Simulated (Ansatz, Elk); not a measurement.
# How far do independent atoms describe ZnBiH6?

The structure of ZnBiH6 used here is made up (a known structure type with other elements) and was relaxed beforehand with PBEsol. The aim is the Fourier transform of its all-electron density, F(hkl), set beside the sum over free spherical atoms that refinements use.

Calculated with Elk 11.2.3 (patched build); DFT, PBE, all-electron APW+lo, Dirac cores, scalar-relativistic bands, static density, no spin.

The structure was built from a prototype and need not be the compound's stable phase.

### Step 1. The starting structure

The structure is trigonal, space group R-3m (No. 166). The conventional cell has a = 6.435 Å, b = 6.435 Å, c = 5.946 Å, α = 90.00°, β = 90.00°, γ = 120.00°. Nearest to Bi lie 6 H at 2.29 Å. Zn has 6 H at 1.70 Å nearest. Nearest to H lie 1 Zn at 1.70 Å and 1 Bi at 2.29 Å and 3 H at 2.29 to 2.30 Å. Farther neighbours are not listed.

Coordinates:

```cif
data_structure
_symmetry_space_group_name_H-M 'P 1'
_symmetry_Int_Tables_number 1
_cell_length_a 4.2108
_cell_length_b 4.2108
_cell_length_c 4.2108
_cell_angle_alpha 99.653
_cell_angle_beta 99.653
_cell_angle_gamma 99.653
_cell_volume 71.07
loop_
_atom_site_label
_atom_site_type_symbol
_atom_site_fract_x
_atom_site_fract_y
_atom_site_fract_z
_atom_site_occupancy
Bi1 Bi 0.50000 0.50000 0.50000 1
Zn2 Zn 0.00000 0.00000 0.00000 1
H3 H 0.71770 0.71770 0.10251 1
H4 H 0.71770 0.10251 0.71770 1
H5 H 0.10251 0.71770 0.71770 1
H6 H 0.28230 0.28230 0.89749 1
H7 H 0.28230 0.89749 0.28230 1
H8 H 0.89749 0.28230 0.28230 1
```

### Step 2. Ground state and structure factors

An all-electron density is needed, since X-rays see the cores too. Task 0 finds the density and task 195 Fourier-transforms it; tshift is off so that phases refer to the origin typed.

elk.in reads:

```
tasks
  0
  195

xctype
  20

spinpol
  .false.

rgkmax
  7.0

gmaxvr
  14.0

lmaxo
  7

lmaxapw
  8

swidth
  0.002

tshift
  .false.

ramdisk
  .false.

hmaxvr
  5.5

maxscl
  120

epspot
  1e-06

sppath
  './'

avec
  6.08011072235 3.51035356194 3.74537400556
  -6.08011072235 3.51035356194 3.74537400556
  -0.00000000000 -7.02070712481 3.74537400470

atoms
  3
  'Bi.in'
  1
  0.5000000000 0.5000000000 0.5000000000   0.000000 0.000000 0.000000
  'Zn.in'
  1
  0.0000000000 -0.0000000000 -0.0000000000   0.000000 0.000000 0.000000
  'H.in'
  6
  0.7176989251 0.7176989251 0.1025125623   0.000000 0.000000 0.000000
  0.7176989251 0.1025125623 0.7176989251   0.000000 0.000000 0.000000
  0.1025125623 0.7176989251 0.7176989251   0.000000 0.000000 0.000000
  0.2823010749 0.2823010749 0.8974874377   0.000000 0.000000 0.000000
  0.2823010749 0.8974874377 0.2823010749   0.000000 0.000000 0.000000
  0.8974874377 0.2823010749 0.2823010749   0.000000 0.000000 0.000000

ngridk
  6 6 6
```

The run is started by

```sh
$ OMP_NUM_THREADS=4 elk
```

Numbers of over 12 decimals in the logs are rounded to 6 here.

What it wrote:

```text
┌─────────────────────────┐
│ Elk code version 11.2.3 │
└─────────────────────────┘

All units are atomic (Hartree, Bohr, etc.)

┌─────────────────────────────────────────────────┐
│ Ground-state run starting from atomic densities │
└─────────────────────────────────────────────────┘

Lattice vectors :
   6.080110722       3.510353562       3.745374006
  -6.080110722       3.510353562       3.745374006
  -0.000000000      -7.020707125       3.745374005

Reciprocal lattice vectors :
  0.5166999084      0.2983168312      0.5591951831
 -0.5166999084      0.2983168312      0.5591951831
  0.5914574212E-17 -0.5966336625      0.5591951830

Unit cell volume      :    479.6327075
Brillouin zone volume :   0.5171670105

Muffin-tin inner radius fraction :   0.1000000000E-01

Nuclei treated as point charges

Species : 1 (Bi)
 parameters loaded from : Bi.in
 name : bismuth
 nuclear charge    :   -83.00000000
 electronic charge :    83.00000000
 atomic mass :    380947.9285
 muffin-tin radius :    2.800000000
 number of radial points in muffin-tin :   1393
 inner part over the whole radius :   0.9976520004E-02
 number on inner part of muffin-tin    :   1001
 approximate nuclear radius :   0.1052171418E-03
 number of mesh points to nuclear radius :    526
 atomic positions (lattice), magnetic fields (Cartesian) :
  1 :   0.50000000  0.50000000  0.50000000    0.00000000  0.00000000  0.00000000

Species : 2 (Zn)
 parameters loaded from : Zn.in
 name : zinc
 nuclear charge    :   -30.00000000
 electronic charge :    30.00000000
 atomic mass :    119233.3130
 muffin-tin radius :    1.994825569
 number of radial points in muffin-tin :    993
 inner part over the whole radius :   0.9918084463E-02
 number on inner part of muffin-tin    :    698
 approximate nuclear radius :   0.7484757725E-04
 number of mesh points to nuclear radius :    341
 atomic positions (lattice), magnetic fields (Cartesian) :
  1 :   0.00000000  0.00000000  0.00000000    0.00000000  0.00000000  0.00000000

Species : 3 (H)
 parameters loaded from : H.in
 name : hydrogen
 nuclear charge    :   -1.000000000
 electronic charge :    1.000000000
 atomic mass :    1837.362221
 muffin-tin radius :    1.163648248
 number of radial points in muffin-tin :    393
 inner part over the whole radius :   0.9999314269E-02
 number on inner part of muffin-tin    :    257
 approximate nuclear radius :   0.2766748019E-04
 number of mesh points to nuclear radius :     79
 atomic positions (lattice), magnetic fields (Cartesian) :
  1 :  -0.28230107 -0.28230107  0.10251256    0.00000000  0.00000000  0.00000000
  2 :  -0.28230107  0.10251256 -0.28230107    0.00000000  0.00000000  0.00000000
  3 :   0.10251256 -0.28230107 -0.28230107    0.00000000  0.00000000  0.00000000
  4 :   0.28230107  0.28230107 -0.10251256    0.00000000  0.00000000  0.00000000
  5 :   0.28230107 -0.10251256  0.28230107    0.00000000  0.00000000  0.00000000
  6 :  -0.10251256  0.28230107  0.28230107    0.00000000  0.00000000  0.00000000

Total number of atoms per unit cell :    8
Total muffin-tin volume :    164.8041180
 ratio of muffin-tin to unit cell volume :   0.3436048364

Spin treatment :
 spin-unpolarised

Number of Bravais lattice symmetries :   12
Number of crystal symmetries         :   12
Crystal has inversion symmetry
Real symmetric eigensolver will be used

k-point grid :      6     6     6
k-point offset :    0.000000000       0.000000000       0.000000000
k-point set is reduced with full crystal symmetry group
Total number of k-points :       32

Muffin-tin radius times maximum |G+k| :    7.000000000
 using average radius
Maximum |G+k| for APW functions       :    4.755146042
Maximum (1/2)|G+k|²                   :    11.30570694
Maximum |G| for potential and density :    14.00000000
Constant for pseudocharge density :   10
 order of it for each species :   17  17  13
 order of it for pair densities of each species (exact exchange by exxq0 0: 18) :   17  17   5
Radial integration step length :    1

[...]
Charges :
 core                        :    80.00000000
 valence                     :    39.00000000
 interstitial                :    6.669058644
 muffin-tins (core leakage)
  species : 1 (Bi)
   atom 1                    :    80.69377987     (  0.7121285028E-03)
  species : 2 (Zn)
   atom 1                    :    27.94373078     (  0.9293602483E-03)
  species : 3 (H)
[...]
total in muffin-tins        :    112.3309414
 total calculated charge     :    118.9989051
 total charge                :    119.0000000
 error                       :   0.1094858418E-02

RMS change in Kohn-Sham potential (target) :    82.17973400     (  0.1000000000E-05)
Absolute change in total energy (target)   :   0.4917816058     (  0.1000000000E-03)

[... loops 3 to 19 left out ...]

┌──────────────────┐
│ Loop number : 20 │
└──────────────────┘

Energies :
 Fermi                       :     0.176119
 sum of occupied eigenvalues :     -14410.916266588
 electron kinetic            :      27078.679468275
 core electron kinetic       :      26713.709916766
 Coulomb                     :     -49987.253057882
 Coulomb potential           :     -40871.889066253
 nuclear-nuclear             :     -1683.6366439282
 electron-nuclear            :     -55756.710488468
 Hartree                     :      7453.0940745145
 Madelung                    :     -29551.308524756
 xc potential                :     -617.70666861018
 exchange                    :     -465.67499521399
 correlation                 :     -6.758300
 electron entropic           :    -0.23663213544971E-03
 total energy                :     -23381.007121712

Density of states at Fermi energy :    18.07680936
 (states/Hartree/unit cell)

Estimated indirect band gap :   0.5433325560E-02
 from k-point 5 to k-point 17
Estimated direct band gap   :   0.1078585683E-01
 at k-point 5

Charges :
 core                        :    80.00000000
 valence                     :    39.00000000
 interstitial                :    6.436784974
 muffin-tins (core leakage)
  species : 1 (Bi)
   atom 1                    :    81.04029822     (  0.6659677510E-03)
  species : 2 (Zn)
   atom 1                    :    28.19654769     (  0.8682578543E-03)
  species : 3 (H)
[...]
total in muffin-tins        :    112.5632150
 total calculated charge     :    118.9990108
 total charge                :    119.0000000
 error                       :   0.9891678458E-03

RMS change in Kohn-Sham potential (target) :   0.9509385967E-06 (  0.1000000000E-05)
Absolute change in total energy (target)   :   0.3772656783E-06 (  0.1000000000E-03)

Convergence targets achieved

┌──────────────────┐
│ Loop number : 21 │
└──────────────────┘

Energies :
 Fermi                       :     0.176119
 sum of occupied eigenvalues :     -14410.916266630
 electron kinetic            :      27078.679469221
 core electron kinetic       :      26713.709916810
 Coulomb                     :     -49987.253058936
 Coulomb potential           :     -40871.889065964
 nuclear-nuclear             :     -1683.6366439282
 electron-nuclear            :     -55756.710490860
 Hartree                     :      7453.0940758521
 Madelung                    :     -29551.308525954
 xc potential                :     -617.70666988758
 exchange                    :     -465.67499530862
 correlation                 :     -6.758300
 electron entropic           :    -0.23663212609446E-03
 total energy                :     -23381.007121915

Density of states at Fermi energy :    18.07680856
 (states/Hartree/unit cell)

Estimated indirect band gap :   0.5433325910E-02
 from k-point 5 to k-point 17
Estimated direct band gap   :   0.1078585711E-01
 at k-point 5

Charges :
 core                        :    80.00000000
 valence                     :    39.00000000
 interstitial                :    6.436784950
 muffin-tins (core leakage)
  species : 1 (Bi)
   atom 1                    :    81.04029820     (  0.6659677509E-03)
  species : 2 (Zn)
   atom 1                    :    28.19654774     (  0.8682578421E-03)
  species : 3 (H)
[...]
atom 4                    :   0.5543948525     (   0.000000000    )
   atom 5                    :   0.5543948525     (   0.000000000    )
   atom 6                    :   0.5543948525     (   0.000000000    )
 total in muffin-tins        :    112.5632150
 total calculated charge     :    118.9990108
 total charge                :    119.0000000
 error                       :   0.9891678305E-03

┌──────────────────────────────┐
│ Self-consistent loop stopped │
└──────────────────────────────┘

Warning : the lowest level lies among the core levels :   -2.785264412      -2.962656231

Warning : core states of species 1 leak from the muffin-tin :   0.6659677509E-03

Warning : core states of species 2 leak from the muffin-tin :   0.8682578421E-03

Wrote STATE.OUT
```

Run time: 81 s. Hardware: 4 threads of AMD EPYC 7B13 (Zen 3), shared host; peak memory 0.32 GiB; 4.9 min of CPU time.

SFACRHO.OUT:

```text

h k l indices transformed by vhmat matrix:
   1.000000000       0.000000000       0.000000000    
   0.000000000       1.000000000       0.000000000    
   0.000000000       0.000000000       1.000000000    

      h      k      l  multipl.   |H|            Re(F)            Im(F)           |F|

      0      0      0      1   0.0000000       119.00000      0.20810105E-15   119.00000    
      0      0      1      6  0.81772305      -48.712271     -0.23504851E-13   48.712271    
      1      0     -1      6   1.0333998       98.895237      0.43291567E-14   98.895237    
      1      0      1      6   1.2675838       95.307136      0.44695618E-13   95.307136    
     -1     -1      1      6   1.3177959      -44.854419      0.22159302E-13   44.854419    
      0     -2      0      6   1.6354461       87.527163     -0.43499575E-13   87.527163    
      2     -1      0     12   1.6746645      -45.341488     -0.21370336E-13   45.341488    
      1      1      1      2   1.6775855      -46.459965      0.22661445E-13   46.459965    
     -1     -1      2      6   1.7899010       85.268842     -0.83983040E-14   85.268842    
     -1      2      1     12   1.9345798       85.001223      0.40041449E-13   85.001223    
      2      0      1     12   1.9703321      -41.845340      0.20599246E-13   41.845340    
      2     -2      0      6   2.0667996       82.477563      0.24050871E-15   82.477563    
     -2      2      1     12   2.2226857      -40.212636     -0.19611210E-13   40.212636    
      2      1      1      6   2.3149859       77.671750      0.17913998E-12   77.671750    
      0      1     -3     12   2.4245473       75.962067      0.13894253E-13   75.962067    
      3     -1     -1      6   2.4511726      -39.555145     -0.94272912E-13   39.555145    
     -1      2      2      6   2.4531691      -38.521959      0.20202731E-13   38.521959    
     -3      0      0      6   2.4531691      -39.039050      0.81220440E-13   39.039050
```

Elk indexes on the primitive cell of elk.in and gives |H| = 4π sin θ/λ in inverse bohr. Below, one row stands for each form hkl of the conventional cell (m members, Friedel mates merged), F is for one primitive cell and the density is static (no thermal factor). Free-atom factors are Waasmaier and Kirfel's, and R is Σm||F|−|F'||/Σm|F|.

| hkl | m | sin θ/λ (Å⁻¹) | abs F, DFT | neutral atoms | diff. |
| --- | --- | --- | --- | --- | --- |
| 101 | 6 | 0.123 | 48.712 | 48.911 | -0.199 |
| 110 | 6 | 0.155 | 98.895 | 99.204 | -0.309 |
| 012 | 6 | 0.191 | 95.307 | 95.531 | -0.224 |
| 021 | 6 | 0.198 | 44.854 | 44.939 | -0.085 |
| 202 | 6 | 0.246 | 87.527 | 88.034 | -0.507 |
| 211 | 12 | 0.252 | 45.342 | 44.813 | +0.528 |
| 003 | 2 | 0.252 | 46.460 | 45.632 | +0.828 |
| 300 | 6 | 0.269 | 85.269 | 85.688 | -0.419 |
| 122 | 12 | 0.291 | 85.001 | 85.020 | -0.019 |
| 113 | 12 | 0.296 | 41.845 | 41.586 | +0.260 |
| 220 | 6 | 0.311 | 82.478 | 82.572 | -0.094 |
| 131 | 12 | 0.334 | 40.213 | 40.110 | +0.102 |
| 104 | 6 | 0.348 | 77.672 | 77.832 | -0.160 |
| 312 | 12 | 0.365 | 75.962 | 76.160 | -0.198 |
| 401 | 6 | 0.369 | 39.555 | 39.297 | +0.258 |
| 033 | 6 | 0.369 | 38.522 | 38.591 | -0.069 |
| 303 | 6 | 0.369 | 39.039 | 38.939 | +0.100 |
| 024 | 6 | 0.381 | 74.538 | 74.613 | -0.075 |

### Step 3. The highest occupied states alone

An energy window below the Fermi level keeps the highest occupied states, to see at which angles they scatter; shallow core shells can lie inside it and anion s states outside. No new self-consistency is needed.

elk.in, as its differences from that of step 2:

```diff
@@ -1,3 +1,2 @@
 tasks
-  0
   195
@@ -40,2 +39,5 @@
 
+wsfac
+  -0.191370 0.476120
+
 sppath
```

The run is started by

```sh
$ OMP_NUM_THREADS=4 elk
```

What it wrote:

```text
┌─────────────────────────────────┐
│ Elk code version 11.2.3 started │
└─────────────────────────────────┘

Info(readinput): the functional depends on the density's gradient
 muffin-tin radial points multiplied by    2.00000
 (not where nrmtscf is given)

┌────────────────────┐
│ Current task : 195 │
└────────────────────┘
Info(checkmt): changed muffin-tin radius of species 2 (Zn) from   2.4000 to   1.9948
Info(checkmt): changed muffin-tin radius of species 3 (H) from   1.4000 to   1.1636

Info(sfacrho): density structure factors written to SFACRHO.OUT

 Energy window :  -0.1913700000      0.4761200000

┌──────────────────┐
│ Elk code stopped │
└──────────────────┘
```

The job ended after 6.8 s (4 threads; peak memory 0.16 GiB).

States within 10 eV below the Fermi level hold 21.00 electrons; any levels below the window count with the cores. Their amplitudes can exceed the total, where window and core parts have opposite phase:

| hkl | sin θ/λ (Å⁻¹) | abs F, window | abs F, all |
| --- | --- | --- | --- |
| 101 | 0.123 | 9.216 | 48.712 |
| 110 | 0.155 | 8.445 | 98.895 |
| 012 | 0.191 | 7.830 | 95.307 |
| 021 | 0.198 | 8.625 | 44.854 |
| 202 | 0.246 | 5.005 | 87.527 |
| 211 | 0.252 | 4.912 | 45.342 |
| 003 | 0.252 | 3.834 | 46.460 |
| 300 | 0.269 | 4.814 | 85.269 |
| 122 | 0.291 | 6.473 | 85.001 |
| 113 | 0.296 | 5.698 | 41.845 |

### Step 4. Another functional

The difference from free atoms is small, so it is set against the change that LDA (Perdew-Wang) makes.

elk.in, as its differences from that of step 3:

```diff
@@ -1,2 +1,3 @@
 tasks
+  0
   195
@@ -4,3 +5,3 @@
 xctype
-  20
+  3
 
@@ -39,5 +40,2 @@
 
-wsfac
-  -0.191370 0.476120
-
 sppath
```

The run is started by

```sh
$ OMP_NUM_THREADS=4 elk
```

What it wrote:

```text
┌─────────────────────────┐
│ Elk code version 11.2.3 │
└─────────────────────────┘

All units are atomic (Hartree, Bohr, etc.)

┌─────────────────────────────────────────────────┐
│ Ground-state run starting from atomic densities │
└─────────────────────────────────────────────────┘

Lattice vectors :
   6.080110722       3.510353562       3.745374006
  -6.080110722       3.510353562       3.745374006
  -0.000000000      -7.020707125       3.745374005

Reciprocal lattice vectors :
  0.5166999084      0.2983168312      0.5591951831
[...]
atom 6                    :   0.5301655732     (   0.000000000    )
 total in muffin-tins        :    112.5136688
 total calculated charge     :    118.9989471
 total charge                :    119.0000000
 error                       :   0.1052889988E-02

┌──────────────────────────────┐
│ Self-consistent loop stopped │
└──────────────────────────────┘

Warning : the lowest level lies among the core levels :   -2.783625683      -2.961261673

Warning : core states of species 1 leak from the muffin-tin :   0.6707357654E-03

Warning : core states of species 2 leak from the muffin-tin :   0.9049383968E-03

Wrote STATE.OUT
[key lines of the parts left out:]
total energy                :     -23366.799844819
```

It took 57 s on 4 threads; peak memory 0.3 GiB.

Against the first run R = 0.03 %; the largest change is -0.140 at 003.

### Step 5. Basis size

The basis and the expansions that go with it are enlarged, to see whether the differences are converged.

elk.in, as its differences from that of step 4:

```diff
@@ -5,3 +5,3 @@
 xctype
-  3
+  20
 
@@ -11,12 +11,12 @@
 rgkmax
-  7.0
+  8.5
 
 gmaxvr
-  14.0
+  18.0
 
 lmaxo
-  7
+  9
 
 lmaxapw
-  8
+  10
```

The run is started by

```sh
$ OMP_NUM_THREADS=4 elk
```

What it wrote:

```text
┌─────────────────────────┐
│ Elk code version 11.2.3 │
└─────────────────────────┘

All units are atomic (Hartree, Bohr, etc.)

┌─────────────────────────────────────────────────┐
│ Ground-state run starting from atomic densities │
└─────────────────────────────────────────────────┘

Lattice vectors :
   6.080110722       3.510353562       3.745374006
  -6.080110722       3.510353562       3.745374006
  -0.000000000      -7.020707125       3.745374005

Reciprocal lattice vectors :
  0.5166999084      0.2983168312      0.5591951831
[...]
atom 6                    :   0.5543816897     (   0.000000000    )
 total in muffin-tins        :    112.5636822
 total calculated charge     :    118.9983881
 total charge                :    119.0000000
 error                       :   0.1611918007E-02

┌──────────────────────────────┐
│ Self-consistent loop stopped │
└──────────────────────────────┘

Warning : the lowest level lies among the core levels :   -2.778641715      -2.955974132

Warning : core states of species 1 leak from the muffin-tin :   0.6658406577E-03

Warning : core states of species 2 leak from the muffin-tin :   0.8681545451E-03

Wrote STATE.OUT
[key lines of the parts left out:]
total energy                :     -23381.007319510
```

Elapsed: 4.9 min, on 4 threads; peak memory 0.7 GiB; 18 min of CPU time.

Against the first run R = 0.00 %; the largest change is -0.004 at 006.

### Step 6. Settings against the effect

| run | R against the first run (%) | R against neutral atoms, low angle (%) | wall time |
| --- | --- | --- | --- |
| PBE, rgkmax 7 | 0.00 | 0.44 | 81 s |
| LDA (Perdew-Wang) | 0.03 | 0.42 | 57 s |
| rgkmax 8.5 with larger expansions | 0.00 | 0.44 | 4.9 min |

### Step 7. Results

| Item | Value |
| --- | --- |
| R against neutral atoms, sin θ/λ < 0.3 Å⁻¹ | 0.44 % |
| R against neutral atoms, 0.3 to 0.82 Å⁻¹ | 0.10 % |

Independent neutral atoms miss the calculated amplitudes by R = 0.44 % below 0.3 Å⁻¹ and 0.10 % from there to 0.82 Å⁻¹; by shells, 0.41 % below 0.15 Å⁻¹ (1 form), 0.44 % 0.15 to 0.3 (9 forms), 0.16 % 0.3 to 0.45 (15 forms), 0.09 % above 0.45 (114 forms). Bonding, aspherical density and the tables' own atoms all enter these figures, and the runs don't part them. The largest change of an amplitude is +0.83 electrons, at 003. The window's part falls from 21.0 electrons at the origin to at most 3.42 between 0.45 and 0.82 Å⁻¹, where compact states inside the window still scatter. Below 0.3 Å⁻¹ the changes that finished (LDA (Perdew-Wang) and rgkmax 8.5 with larger expansions) move F by R = 0.08 % at most, against the 0.44 % that separates it from free atoms. The k-mesh has no finished test. Spin-orbit coupling is left out, which can matter for elements this heavy. Part of the difference isn't bonding: the tables are fits to free atoms and ions calculated by other methods than this functional. Thermal motion, anomalous dispersion and extinction are left out.

[Logs are printed without paths, hosts, clocks, repeated set-up lines and the standing remarks that a program may print on its own settings, such as how far it seeks lower states.]

[Hosts, paths, dates, database ids (printed as entryN), source tags and the programs' standing remarks are cut or masked in the printed files.]
